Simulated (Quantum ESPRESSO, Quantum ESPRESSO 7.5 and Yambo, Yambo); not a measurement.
## KF (Carobbiite): a self-consistent loop beyond G0W0, cycle by cycle

Aim: iterate the self-energy on KF (Carobbiite) and follow the gap from cycle to cycle.

Main program and level: Quantum ESPRESSO 7.5 and Yambo 5.3.0; PBE and many-body steps on it, plane waves.

This is a report of a sequence of runs, with most program output left out.

## (1) The structure

The structure is cubic, space group Fm-3m (No. 225). The conventional cell has a = 5.344 Å, b = 5.344 Å, c = 5.344 Å, α = 90.00°, β = 90.00°, γ = 90.00°. Nearest to K lie 6 F at 2.67 Å. F has 6 K at 2.67 Å nearest. Farther neighbours and most contacts between anions are not listed.

The cell and positions come from the Crystallography Open Database and are kept as given unless a step says otherwise.

## (2) Empty states on the mesh, 4×4×4 mesh, 167 bands

This step: Quantum ESPRESSO 7.5; DFT, PBE, plane waves, norm-conserving pseudopotentials.

The sums over transitions need many empty states on a uniform mesh; this step solves for them.

The input, pw.in:

```
&control
  calculation = 'nscf'
  prefix = 'x'
  outdir = 'o'
  pseudo_dir = 'pseudo'
/
&system
  ibrav = 0
  nat = 2
  ntyp = 2
  ecutwfc = 72.0
  nbnd = 167
  force_symmorphic = .true.
/
&electrons
  conv_thr = 1e-9
  electron_maxstep = 80
  diago_full_acc = .true.
  diago_thr_init = 5e-6
/
ATOMIC_SPECIES
  K 39.098 K.upf
  F 18.998 F.upf
CELL_PARAMETERS angstrom
  -0.0000000000 2.6718500000 2.6718500000
  2.6718500000 -0.0000000000 2.6718500000
  2.6718500000 2.6718500000 0.0000000000
ATOMIC_POSITIONS crystal
  K 0.0000000000 0.0000000000 0.0000000000
  F 0.5000000000 0.5000000000 0.5000000000
K_POINTS automatic
  4 4 4 0 0 0
```

Command:

```console
$ OMP_NUM_THREADS=1 mpirun -n 8 pw.x -nk 4 -in pw.in > pw.out
```

Elapsed: 6.3 s, on 8 MPI ranks of Arm Neoverse V1, shared host; peak memory 0.52 GiB.

Numbers from this step:

| Quantity | Value |
| --- | --- |
| gap | 6.199 eV |
| k of the valence top | 0, 0, 0 |
| k of the conduction bottom | 0, 0, 0 |
| least direct gap | 6.199 eV |
| k points computed | 8 |
| lowest point of the top converged band, above the valence top | 142.2196 eV |

On this mesh the gap is 6.199 eV.

The density comes from a self-consistent run that is not shown.

## (3) Conversion and set-up

This step: Yambo 5.3.0; conversion and set-up on PBE, plane waves, norm-conserving pseudopotentials.

The states are converted to the many-body program's format and the q mesh is built.

Command:

```console
$ (cd o/x.save; p2y > p2y.log; mv SAVE ../..); yambo > setup.log
```

It took 2.4 s on 1 MPI rank; peak memory 0.24 GiB.

## (4) G0W0

Now the one-shot GW correction: screening in the RPA, then the self-energy of the levels asked for.

This step: G0W0 on PBE, plane waves, norm-conserving pseudopotentials.

The input, gw1.in:

```
HF_and_locXC
gw0
dyson
ppa
em1d
rim_cut
RandQpts= 1000000
RandGvec= 1 RL
EXXRLvcs= 72 Ry
VXCRLvcs= 288 Ry
Chimod= "HARTREE"
% BndsRnXp
 1 | 167 |
%
NGsBlkXp= 15.5 Ry
% LongDrXp
 1 | 1 | 1 |
%
% GbndRnge
 1 | 167 |
%
DysSolver= "n"
ExtendOut
PPAPntXp= 27.21138 eV
% QPkrange
 1 | 1 | 7 | 10 |
%
```

Command:

```console
$ OMP_NUM_THREADS=1 mpirun -n 8 yambo -F gw1.in -J gw1 -C gw1 > gw1.log
```

Wall time 50 s (8 MPI ranks); peak memory 3 GiB; 6.5 min of CPU time.

Numbers from this step:

```yaml
g0w0_gap_on_the_points_computed: 9.611 eV
starting_gap_on_the_mesh: 6.199 eV
k_of_the_valence_top: 0, 0, 0
k_of_the_conduction_bottom: 0, 0, 0
least_direct_g0w0_gap_on_the_computed_points: 9.611 eV
z_at_the_valence_top: 0.8104
z_at_the_conduction_bottom: 0.8999
```

The gap on the mesh goes from 6.20 eV to 9.61 eV, a correction of +3.41 eV.

## (5) evGW0, cycle 1

This step: evGW0 on PBE, plane waves, norm-conserving pseudopotentials.

gw3.in, as its differences from gw1.in of step 4:

```diff
@@ -25,3 +25,4 @@
 % QPkrange
- 1 | 1 | 7 | 10 |
+ 1 | 8 | 3 | 12 |
 %
+GfnQPdb= "E < ./gw2/ndb.QP"
```

Command:

```console
$ OMP_NUM_THREADS=1 mpirun -n 8 yambo -F gw3.in -J gw3,gw1_W -C gw3 > gw3.log
```

The job ended after 6.5 min (8 MPI ranks; peak memory 2.8 GiB; 52 min of CPU time).

This step gave:

```
quasiparticle gap on the mesh                         : 9.855 eV
gap of the density functional on the mesh             : 6.199 eV
k of the valence top                                  : 0, 0, 0
k of the conduction bottom                            : 0, 0, 0
least direct quasiparticle gap on the computed points : 9.855 eV
Z at the valence top                                  : 0.8156
Z at the conduction bottom                            : 0.9194
```

Against G0W0 in Yambo (4×4×4 mesh, 167 bands, screening to 210.9 eV, Godby-Needs plasmon pole), the gap moves by +0.244 eV.

The program's own table gives 10.130 eV, which is too large where the input levels are shifted: this version takes Σc at the unshifted level E₀, yet steps from the shifted one. The value above is the Newton step from E₀, E₀ + Z(Σc + Σx − Vxc), rebuilt from the printed columns.

## (6) evGW0, cycle 2

The corrected levels of the last cycle go back in.

gw4.in, as its differences from gw3.in of step 5:

```diff
@@ -27,2 +27,2 @@
 %
-GfnQPdb= "E < ./gw2/ndb.QP"
+GfnQPdb= "E < ./gw3_fix/ndb.QP"
```

Command:

```console
$ OMP_NUM_THREADS=1 mpirun -n 8 yambo -F gw4.in -J gw4,gw1_W -C gw4 > gw4.log
```

The job ended after 6.5 min (8 MPI ranks; peak memory 2.8 GiB).

This step gave:

```yaml
quasiparticle_gap_on_the_mesh: 9.871 eV
gap_of_the_density_functional_on_the_mesh: 6.199 eV
k_of_the_valence_top: 0, 0, 0
k_of_the_conduction_bottom: 0, 0, 0
least_direct_quasiparticle_gap_on_the_computed_points: 9.871 eV
```

Against the cycle before, the gap moves by +0.016 eV.

The program's own table gives 10.160 eV, which is too large where the input levels are shifted: this version takes Σc at the unshifted level E₀, yet steps from the shifted one. The value above is the Newton step from E₀, E₀ + Z(Σc + Σx − Vxc), rebuilt from the printed columns.

## (7) evGW0, cycle 3

gw5.in, as its differences from gw4.in of step 6:

```diff
@@ -27,2 +27,2 @@
 %
-GfnQPdb= "E < ./gw3_fix/ndb.QP"
+GfnQPdb= "E < ./gw4_fix/ndb.QP"
```

Command:

```console
$ OMP_NUM_THREADS=1 mpirun -n 8 yambo -F gw5.in -J gw5,gw1_W -C gw5 > gw5.log
```

It took 6.5 min on 8 MPI ranks; peak memory 2.8 GiB; 52 min of CPU time.

Numbers from this step:

```
quasiparticle gap on the mesh                         : 9.872 eV
gap of the density functional on the mesh             : 6.199 eV
k of the valence top                                  : 0, 0, 0
k of the conduction bottom                            : 0, 0, 0
least direct quasiparticle gap on the computed points : 9.872 eV
```

Against the cycle before, the gap moves by +0.001 eV.

The program's own table gives 10.162 eV, which is too large where the input levels are shifted: this version takes Σc at the unshifted level E₀, yet steps from the shifted one. The value above is the Newton step from E₀, E₀ + Z(Σc + Σx − Vxc), rebuilt from the printed columns.

## (8) evGW, cycle 1

This step: evGW on PBE, plane waves, norm-conserving pseudopotentials.

gw6.in, as its differences from gw5.in of step 7:

```diff
@@ -27,2 +27,3 @@
 %
-GfnQPdb= "E < ./gw4_fix/ndb.QP"
+GfnQPdb= "E < ./gw2/ndb.QP"
+XfnQPdb= "E < ./gw2/ndb.QP"
```

Command:

```console
$ OMP_NUM_THREADS=1 mpirun -n 8 yambo -F gw6.in -J gw6 -C gw6 > gw6.log
```

Wall time 7 min (8 MPI ranks); peak memory 3 GiB; 56 min of CPU time.

Numbers from this step:

* quasiparticle gap on the mesh: 10.85 eV
* gap of the density functional on the mesh: 6.199 eV
* k of the valence top: 0, 0, 0
* k of the conduction bottom: 0, 0, 0
* least direct quasiparticle gap on the computed points: 10.85 eV

Against G0W0 in Yambo (4×4×4 mesh, 167 bands, screening to 210.9 eV, Godby-Needs plasmon pole), the gap moves by +1.242 eV.

The program's own table gives 11.064 eV, which is too large where the input levels are shifted: this version takes Σc at the unshifted level E₀, yet steps from the shifted one. The value above is the Newton step from E₀, E₀ + Z(Σc + Σx − Vxc), rebuilt from the printed columns.

## (9) evGW, cycle 2

gw7.in, as its differences from gw6.in of step 8:

```diff
@@ -27,3 +27,3 @@
 %
-GfnQPdb= "E < ./gw2/ndb.QP"
-XfnQPdb= "E < ./gw2/ndb.QP"
+GfnQPdb= "E < ./gw6_fix/ndb.QP"
+XfnQPdb= "E < ./gw6_fix/ndb.QP"
```

Command:

```console
$ OMP_NUM_THREADS=1 mpirun -n 8 yambo -F gw7.in -J gw7 -C gw7 > gw7.log
```

Wall time 7 min (8 MPI ranks); peak memory 3 GiB; 56 min of CPU time.

Numbers from this step:

```
quasiparticle gap on the mesh                         : 11.15 eV
gap of the density functional on the mesh             : 6.199 eV
k of the valence top                                  : 0, 0, 0
k of the conduction bottom                            : 0, 0, 0
least direct quasiparticle gap on the computed points : 11.15 eV
```

Against the cycle before, the gap moves by +0.297 eV.

The program's own table gives 11.405 eV, which is too large where the input levels are shifted: this version takes Σc at the unshifted level E₀, yet steps from the shifted one. The value above is the Newton step from E₀, E₀ + Z(Σc + Σx − Vxc), rebuilt from the printed columns.

## (10) evGW, cycle 3

gw8.in, as its differences from gw7.in of step 9:

```diff
@@ -27,3 +27,3 @@
 %
-GfnQPdb= "E < ./gw6_fix/ndb.QP"
-XfnQPdb= "E < ./gw6_fix/ndb.QP"
+GfnQPdb= "E < ./gw7_fix/ndb.QP"
+XfnQPdb= "E < ./gw7_fix/ndb.QP"
```

Command:

```console
$ OMP_NUM_THREADS=1 mpirun -n 8 yambo -F gw8.in -J gw8 -C gw8 > gw8.log
```

It took 7 min on 8 MPI ranks; peak memory 3 GiB.

Numbers from this step:

```
quasiparticle gap on the mesh                         : 11.21 eV
gap of the density functional on the mesh             : 6.199 eV
k of the valence top                                  : 0, 0, 0
k of the conduction bottom                            : 0, 0, 0
least direct quasiparticle gap on the computed points : 11.21 eV
```

Against the cycle before, the gap moves by +0.060 eV.

The program's own table gives 11.474 eV, which is too large where the input levels are shifted: this version takes Σc at the unshifted level E₀, yet steps from the shifted one. The value above is the Newton step from E₀, E₀ + Z(Σc + Σx − Vxc), rebuilt from the printed columns.

## (11) evGW, cycle 4

gw9.in, as its differences from gw8.in of step 10:

```diff
@@ -27,3 +27,3 @@
 %
-GfnQPdb= "E < ./gw7_fix/ndb.QP"
-XfnQPdb= "E < ./gw7_fix/ndb.QP"
+GfnQPdb= "E < ./gw8_fix/ndb.QP"
+XfnQPdb= "E < ./gw8_fix/ndb.QP"
```

Command:

```console
$ OMP_NUM_THREADS=1 mpirun -n 8 yambo -F gw9.in -J gw9 -C gw9 > gw9.log
```

Wall time 6.9 min (8 MPI ranks); peak memory 3 GiB.

This step gave:

```yaml
quasiparticle_gap_on_the_mesh: 11.22 eV
gap_of_the_density_functional_on_the_mesh: 6.199 eV
k_of_the_valence_top: 0, 0, 0
k_of_the_conduction_bottom: 0, 0, 0
least_direct_quasiparticle_gap_on_the_computed_points: 11.22 eV
```

Against the cycle before, the gap moves by +0.011 eV.

The program's own table gives 11.487 eV, which is too large where the input levels are shifted: this version takes Σc at the unshifted level E₀, yet steps from the shifted one. The value above is the Newton step from E₀, E₀ + Z(Σc + Σx − Vxc), rebuilt from the printed columns.

## (12) evGW, cycle 5

gw10.in, as its differences from gw9.in of step 11:

```diff
@@ -27,3 +27,3 @@
 %
-GfnQPdb= "E < ./gw8_fix/ndb.QP"
-XfnQPdb= "E < ./gw8_fix/ndb.QP"
+GfnQPdb= "E < ./gw9_fix/ndb.QP"
+XfnQPdb= "E < ./gw9_fix/ndb.QP"
```

Command:

```console
$ OMP_NUM_THREADS=1 mpirun -n 8 yambo -F gw10.in -J gw10 -C gw10 > gw10.log
```

It took 6.9 min on 8 MPI ranks; peak memory 3 GiB.

This step gave:

```yaml
quasiparticle_gap_on_the_mesh: 11.22 eV
gap_of_the_density_functional_on_the_mesh: 6.199 eV
k_of_the_valence_top: 0, 0, 0
k_of_the_conduction_bottom: 0, 0, 0
least_direct_quasiparticle_gap_on_the_computed_points: 11.22 eV
```

Against the cycle before, the gap moves by +0.002 eV.

The program's own table gives 11.489 eV, which is too large where the input levels are shifted: this version takes Σc at the unshifted level E₀, yet steps from the shifted one. The value above is the Newton step from E₀, E₀ + Z(Σc + Σx − Vxc), rebuilt from the printed columns.

## (13) Side by side

Times are wall times on 8 MPI ranks of Arm Neoverse V1, shared host, good to a factor of about two.

```
           run   mesh  bands  screening cutoff (eV)  DFT gap (eV)  gap on the mesh (eV)  direct (eV)     time
          G0W0  4×4×4    167                  210.9         6.199                 9.611        9.611     50 s
evGW0, cycle 1  4×4×4    167                  210.9         6.199                 9.855        9.855  6.5 min
evGW0, cycle 2  4×4×4    167                  210.9         6.199                 9.871        9.871  6.5 min
evGW0, cycle 3  4×4×4    167                  210.9         6.199                 9.872        9.872  6.5 min
 evGW, cycle 1  4×4×4    167                  210.9         6.199                10.853       10.853    7 min
 evGW, cycle 2  4×4×4    167                  210.9         6.199                11.150       11.150    7 min
 evGW, cycle 3  4×4×4    167                  210.9         6.199                11.210       11.210    7 min
 evGW, cycle 4  4×4×4    167                  210.9         6.199                11.221       11.221  6.9 min
 evGW, cycle 5  4×4×4    167                  210.9         6.199                11.223       11.223  6.9 min
```

## (14) Results

* G0W0: 9.611 eV
* evGW0, cycle 1: 9.855 eV
* evGW0, cycle 2: 9.871 eV
* evGW0, cycle 3: 9.872 eV
* evGW, cycle 1: 10.853 eV
* evGW, cycle 2: 11.150 eV
* evGW, cycle 3: 11.210 eV
* evGW, cycle 4: 11.221 eV
* evGW, cycle 5: 11.223 eV
* known limits: not at the basis limit; coarse k mesh

In words: evGW0 ends at 9.87 eV, +0.26 eV from G0W0, after 3 cycles that took 19 min beside the first screening; the last moved the gap by 0.001 eV. evGW ends at 11.22 eV, +1.61 eV from G0W0, after 5 cycles that took 35 min beside the first screening; the last moved the gap by 0.002 eV. Bands and cutoff are finite, so the gap is not at the basis limit. The miss can reach some tenths of an eV and take either sign; the mesh is an error of its own. The 4×4×4 mesh is coarse for this cell, which bears on the long-range parts of exchange and screening.

[Paths, hosts, dates, memory and timing lines, banners, echoed tables and standing remarks are left out of the program output.]

[Logs are printed without paths, hosts, clocks, repeated set-up lines and the standing remarks that a program may print on its own settings, such as how far it seeks lower states.]

[Runs of the session that timed out or met a known fault of the program may be left out.]

[Hosts, paths, dates, database ids (printed as entryN), source tags and the programs' standing remarks are cut or masked in the printed files.]
